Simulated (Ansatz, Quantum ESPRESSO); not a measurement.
## Lattice dynamics of GaP (F-43m) in two programs

Aim: the phonon dispersion of GaP (F-43m), checked by a second program.

Calculated with Quantum ESPRESSO 7.5; DFT LDA, scalar-relativistic, plane waves, JTH PAW pseudopotentials.

**What experiment says.**

“Temperature dependence of the optical phonon reflection band in GaP” (2021, arxiv:2105.06662) quotes from earlier work for GaP, zinc blende (literature value (Ref. 21), 300 K): Raman mode (TO at Gamma) 367.3 cm⁻¹; infrared mode (TO at Gamma) 366.3 ± 0.3 cm⁻¹.

## 1. Set-up

It takes space group F-43m (No. 216, cubic). The conventional cell has a = 5.451 Å, b = 5.451 Å, c = 5.451 Å, α = 90.00°, β = 90.00°, γ = 90.00°. Ga has 4 P at 2.36 Å nearest. Nearest to P lie 4 Ga at 2.36 Å. Farther neighbours are not listed.

## 2. A first look

Before anything dear is run, a loose run with smearing shows whether this is a metal and how far the cell is from rest.

File probe.in:

```
&CONTROL
  calculation = 'scf'
  prefix      = 'x'
  outdir      = './tmp'
  pseudo_dir  = './pseudo'
  tprnfor     = .true.
  tstress     = .true.
  verbosity   = 'high'
/
&SYSTEM
  ibrav       = 2
  celldm(1)   = 10.29995224
  nat         = 2
  ntyp        = 2
  ecutwfc     = 50.0
  ecutrho     = 250.0
  occupations = 'smearing'
  smearing    = 'gaussian'
  degauss     = 0.01
/
&ELECTRONS
  conv_thr         = 1.0d-07
  mixing_beta      = 0.7
  electron_maxstep = 100
/
ATOMIC_SPECIES
 Ga     69.7230  Ga.upf
 P      30.9738  P.upf
ATOMIC_POSITIONS crystal
 Ga     0.000000000   0.000000000   0.000000000
 P      0.250000000   0.250000000   0.250000000
K_POINTS automatic
 6 6 6 0 0 0
```

The run is started by

```sh
> OMP_NUM_THREADS=1 mpirun -n 4 pw.x -nk 4 -in probe.in > probe.out
```

What it wrote:

```text
[banners, grids, parts of the stress and lines that vanish by symmetry left out]
Program PWSCF v.7.5
     file Ga.upf: wavefunction(s)  0S 4P 0P 3D 0D renormalized
     file P.upf: wavefunction(s)  0S 0P renormalized
[...]
kinetic-energy cutoff     =      50.0000  Ry
     charge density cutoff     =     250.0000  Ry
     scf convergence threshold =      1.0E-07
[...]
Exchange-correlation= SLA PW NOGX NOGC
                           (   1   4   0   0   0   0   0)
[...]
24 Sym. Ops. (no inversion) found
[...]
(     0          1          0      )
                  (     0          0          1      )
[...]
(  0.0000000  1.0000000  0.0000000 )
                  (  0.0000000  0.0000000  1.0000000 )
[...]
(     1          0         -1      )
                  (     0          0         -1      )
[...]
(  0.0000000  1.0000000  0.0000000 )
[...]
(    -1          0          1      )
                  (    -1          0          0      )
[...]
(  0.0000000  0.0000000  1.0000000 )
                  (  0.0000000 -1.0000000  0.0000000 )
[...]
number of k points=    16  Gaussian smearing, width (Ry)=  0.0100
[...]
End of self-consistent calculation
[...]
the Fermi energy is     8.1616 ev
!    total energy              =    -325.69577936 Ry
[...]
convergence has been achieved in   6 iterations
[...]
atom    1 type  1   force =    -0.00000000    0.00000000   -0.00000000
     atom    2 type  2   force =     0.00000000   -0.00000000    0.00000000
[...]
Total force =     0.000000     Total SCF correction =     0.000000
[...]
total   stress  (Ry/bohr**3)                   (kbar)     P=      -29.23
[...]
XML data file, charge density, pseudopotentials, collected wavefunctions

   JOB DONE.
```

Run time: 3 s. Hardware: 4 MPI ranks of Arm Neoverse V1, shared host.

This step gave:

| Quantity | Value |
| --- | --- |
| volume per atom | 20.24 Å³ |
| pressure | -2.923 GPa |
| gap on the k-mesh | 1.491 eV |

A gap of 1.5 eV opens on this mesh, so the crystal is taken as an insulator; the start stands at -2.9 GPa.

## 3. Relaxation

The relaxation runs at a cutoff a fifth above that of the response, since stress converges more slowly with the basis than frequencies do. Forces and stress are brought to rest with tight thresholds.

File relax.in:

```
&CONTROL
  calculation   = 'vc-relax'
  prefix        = 'x'
  outdir        = './tmp'
  pseudo_dir    = './pseudo'
  tprnfor       = .true.
  tstress       = .true.
  forc_conv_thr = 2.0d-05
  etot_conv_thr = 1.0d-07
  nstep         = 40
/
&SYSTEM
  ibrav       = 2
  celldm(1)   = 10.29995224
  nat         = 2
  ntyp        = 2
  ecutwfc     = 60
  ecutrho     = 300.0
  occupations = 'fixed'
  nbnd        = 11
/
&ELECTRONS
  conv_thr         = 1.0d-11
  mixing_beta      = 0.7
  electron_maxstep = 100
/
&IONS
/
&CELL
  press_conv_thr = 0.2
/
ATOMIC_SPECIES
 Ga     69.7230  Ga.upf
 P      30.9738  P.upf
ATOMIC_POSITIONS crystal
 Ga     0.000000000   0.000000000   0.000000000
 P      0.250000000   0.250000000   0.250000000
K_POINTS automatic
 8 8 8 0 0 0
```

The run is started by

```sh
> OMP_NUM_THREADS=1 mpirun -n 4 pw.x -nk 4 -in relax.in > relax.out
```

What it wrote:

```text
[banners, grids, parts of the stress and lines that vanish by symmetry left out]
[banner, memory and clock lines left out]
Program PWSCF v.7.5

[...]
kinetic-energy cutoff     =      60.0000  Ry
     charge density cutoff     =     300.0000  Ry
     scf convergence threshold =      1.0E-11
[...]
energy convergence thresh.=      1.0E-07
     force convergence thresh. =      2.0E-05
     press convergence thresh. =      2.0E-01
     Exchange-correlation= SLA PW NOGX NOGC
                           (   1   4   0   0   0   0   0)
[...]
24 Sym. Ops. (no inversion) found
[...]
number of k points=    29
[...]
End of self-consistent calculation
[...]
highest occupied, lowest unoccupied level (ev):     7.2852    8.7750
!    total energy              =    -325.69717609 Ry
[...]
convergence has been achieved in   9 iterations
[...]
atom    1 type  1   force =    -0.00000000    0.00000000    0.00000000
     atom    2 type  2   force =    -0.00000000    0.00000000   -0.00000000
     Total force =     0.000000     Total SCF correction =     0.000000
[...]
total   stress  (Ry/bohr**3)                   (kbar)     P=      -27.47
[...]
number of bfgs steps    =   0
[...]
CELL_PARAMETERS (alat= 10.29995224)
[...]
ATOMIC_POSITIONS (crystal)
Ga               0.0000000000        0.0000000000        0.0000000000
P                0.2500000000        0.2500000000        0.2500000000
[...]
New effective cutoffs (rho, wfc):  302.00   60.55
[...]
End of self-consistent calculation
[...]
highest occupied, lowest unoccupied level (ev):     7.4699    8.9383
!    total energy              =    -325.69774331 Ry
[...]
convergence has been achieved in  15 iterations
[...]
atom    1 type  1   force =     0.00000000   -0.00000000   -0.00000000
     atom    2 type  2   force =     0.00000000    0.00000000   -0.00000000
     Total force =     0.000000     Total SCF correction =     0.000000
[...]
total   stress  (Ry/bohr**3)                   (kbar)     P=      -16.24
[...]
number of bfgs steps    =   1
[...]
CELL_PARAMETERS (alat= 10.29995224)
[...]
ATOMIC_POSITIONS (crystal)
Ga              -0.0000000000       -0.0000000000       -0.0000000000
P                0.2500000000        0.2500000000        0.2500000000
[...]
New effective cutoffs (rho, wfc):  306.05   61.36
[...]
End of self-consistent calculation
[...]
highest occupied, lowest unoccupied level (ev):     7.7374    9.1657
!    total energy              =    -325.69802215 Ry
[...]
convergence has been achieved in  18 iterations
[...]
atom    1 type  1   force =     0.00000000   -0.00000000    0.00000000
     atom    2 type  2   force =     0.00000000    0.00000000   -0.00000000
     Total force =     0.000000     Total SCF correction =     0.000000
[...]
total   stress  (Ry/bohr**3)                   (kbar)     P=        1.11
[...]
number of bfgs steps    =   2
[...]
CELL_PARAMETERS (alat= 10.29995224)
[...]
ATOMIC_POSITIONS (crystal)
[...]
New effective cutoffs (rho, wfc):  305.79   61.31
[...]
End of self-consistent calculation
[...]
highest occupied, lowest unoccupied level (ev):     7.7202    9.1512
!    total energy              =    -325.69802337 Ry
[...]
convergence has been achieved in  16 iterations
[...]
atom    1 type  1   force =     0.00000000    0.00000000    0.00000000
     atom    2 type  2   force =     0.00000000    0.00000000    0.00000000
     Total force =     0.000000     Total SCF correction =     0.000000
[...]
total   stress  (Ry/bohr**3)                   (kbar)     P=       -0.04
[...]
number of bfgs steps    =   3
[...]
small trust_radius: resetting bfgs history
[...]
CELL_PARAMETERS (alat= 10.29995224)
[...]
ATOMIC_POSITIONS (crystal)
[...]
New effective cutoffs (rho, wfc):  305.79   61.31
[...]
End of self-consistent calculation
[...]
highest occupied, lowest unoccupied level (ev):     7.7205    9.1514
!    total energy              =    -325.69802337 Ry
[...]
convergence has been achieved in   9 iterations
[...]
atom    1 type  1   force =     0.00000000    0.00000000   -0.00000000
     atom    2 type  2   force =     0.00000000   -0.00000000    0.00000000
     Total force =     0.000000     Total SCF correction =     0.000000
[...]
total   stress  (Ry/bohr**3)                   (kbar)     P=       -0.02
[...]
bfgs converged in   5 scf cycles and   4 bfgs steps
[...]
End of BFGS Geometry Optimization
     Final enthalpy           =    -325.6980233704 Ry
     File ./tmp/x.bfgs deleted, as requested
[...]
CELL_PARAMETERS (alat= 10.29995224)
[...]
ATOMIC_POSITIONS (crystal)
Ga              -0.0000000000       -0.0000000000       -0.0000000000
P                0.2500000000        0.2500000000        0.2500000000
[...]
Final scf calculation at the relaxed structure.
[...]
kinetic-energy cutoff     =      60.0000  Ry
     charge density cutoff     =     300.0000  Ry
     scf convergence threshold =      1.0E-13
[...]
press convergence thresh. =      2.0E-01
     Exchange-correlation= SLA PW NOGX NOGC
                           (   1   4   0   0   0   0   0)
[...]
24 Sym. Ops. (no inversion) found
[...]
number of k points=    29
[...]
End of self-consistent calculation
[...]
highest occupied, lowest unoccupied level (ev):     7.7205    9.1514
!    total energy              =    -325.69801838 Ry
[...]
convergence has been achieved in  11 iterations
[...]
atom    1 type  1   force =    -0.00000000    0.00000000   -0.00000000
     atom    2 type  2   force =    -0.00000000    0.00000000    0.00000000
     Total force =     0.000000     Total SCF correction =     0.000000
[...]
total   stress  (Ry/bohr**3)                   (kbar)     P=       -0.05
[...]
XML data file, charge density, pseudopotentials, collected wavefunctions
```

The job ended after 33 s (4 MPI ranks; 2.2 min of CPU time).

The steps of the relaxation:

```csv
step,energy less that of the first step (eV),largest force (eV/Å),pressure (GPa),volume (Å³)
1,0.0000,0.0000,-2.75,40.48
2,-0.0077,0.0000,-1.62,39.92
3,-0.0115,0.0000,0.11,39.13
4,-0.0115,0.0000,0.00,39.18
5,-0.0115,0.0000,0.00,39.18
6,-0.0115,0.0000,-0.01,39.18
```

```csv
"conventional cell, symmetrised",before,after,change
a (Å),5.451,5.391,-1.1 %
b (Å),5.451,5.391,-1.1 %
c (Å),5.451,5.391,-1.1 %
volume (Å³/atom),20.24,19.59,-3.2 %
```

The relaxed structure:

```xyz
2
Lattice="-2.6957 0.0000 2.6957 0.0000 2.6957 2.6957 -2.6957 2.6957 0.0000" Properties=species:S:1:pos:R:3 pbc="T T T"
Ga    0.0000    0.0000    0.0000
P    -1.3478    1.3478    1.3478
```

The last row of the table of steps is pw.x's closing run on a basis chosen anew for the final cell, so its energy can jump.

Read from the output:

- volume per atom: 19.59 Å³
- pressure: -0.005 GPa
- gap on the k-mesh: 1.431 eV

The volume changes by -3.2 % from the cell with which this run began.

## 4. Self-consistent run for the response

Perturbation theory inherits every error of the wavefunctions, so the threshold is set near the limit of the arithmetic. With a gap, occupations are fixed, which also allows the response to an electric field.

File scf.in:

```
&CONTROL
  calculation = 'scf'
  prefix      = 'x'
  outdir      = './tmp'
  pseudo_dir  = './pseudo'
  tprnfor     = .true.
  tstress     = .true.
/
&SYSTEM
  ibrav       = 2
  celldm(1)   = 10.18811175
  nat         = 2
  ntyp        = 2
  ecutwfc     = 50.0
  ecutrho     = 250.0
  occupations = 'fixed'
  nbnd        = 11
/
&ELECTRONS
  conv_thr         = 1.0d-12
  mixing_beta      = 0.7
  electron_maxstep = 100
/
ATOMIC_SPECIES
 Ga     69.7230  Ga.upf
 P      30.9738  P.upf
ATOMIC_POSITIONS crystal
 Ga     0.000000000   0.000000000   0.000000000
 P      0.250000000   0.250000000   0.250000000
K_POINTS automatic
 8 8 8 0 0 0
```

The run is started by

```sh
> OMP_NUM_THREADS=1 mpirun -n 4 pw.x -nk 4 -in scf.in > scf.out
```

What it wrote:

```text
[banners, grids, parts of the stress and lines that vanish by symmetry left out]
[banner, memory and clock lines left out]
Program PWSCF v.7.5

[...]
kinetic-energy cutoff     =      50.0000  Ry
     charge density cutoff     =     250.0000  Ry
     scf convergence threshold =      1.0E-12
[...]
Exchange-correlation= SLA PW NOGX NOGC
                           (   1   4   0   0   0   0   0)
[...]
24 Sym. Ops. (no inversion) found
[...]
number of k points=    29
[...]
End of self-consistent calculation
[...]
highest occupied, lowest unoccupied level (ev):     7.7206    9.1517
!    total energy              =    -325.69775527 Ry
[...]
convergence has been achieved in  11 iterations
[...]
atom    1 type  1   force =     0.00000000   -0.00000000   -0.00000000
     atom    2 type  2   force =     0.00000000   -0.00000000    0.00000000
     Total force =     0.000000     Total SCF correction =     0.000000
[...]
total   stress  (Ry/bohr**3)                   (kbar)     P=       -0.83
[...]
XML data file, charge density, pseudopotentials, collected wavefunctions
```

The job ended after 5.5 s (4 MPI ranks).

Read from the output:

```yaml
pressure: -0.08300 GPa
```

The cell stands at -0.083 GPa, close enough for phonons.

(Part 1 of 4 ends here.)

[Host names and launcher messages were left out of these logs when they were recorded.]

[Logs are printed without paths, hosts, clocks, repeated set-up lines and the standing remarks that a program may print on its own settings, such as how far it seeks lower states.]

[Hosts, paths, dates, database ids (printed as entryN), source tags and the programs' standing remarks are cut or masked in the printed files.]
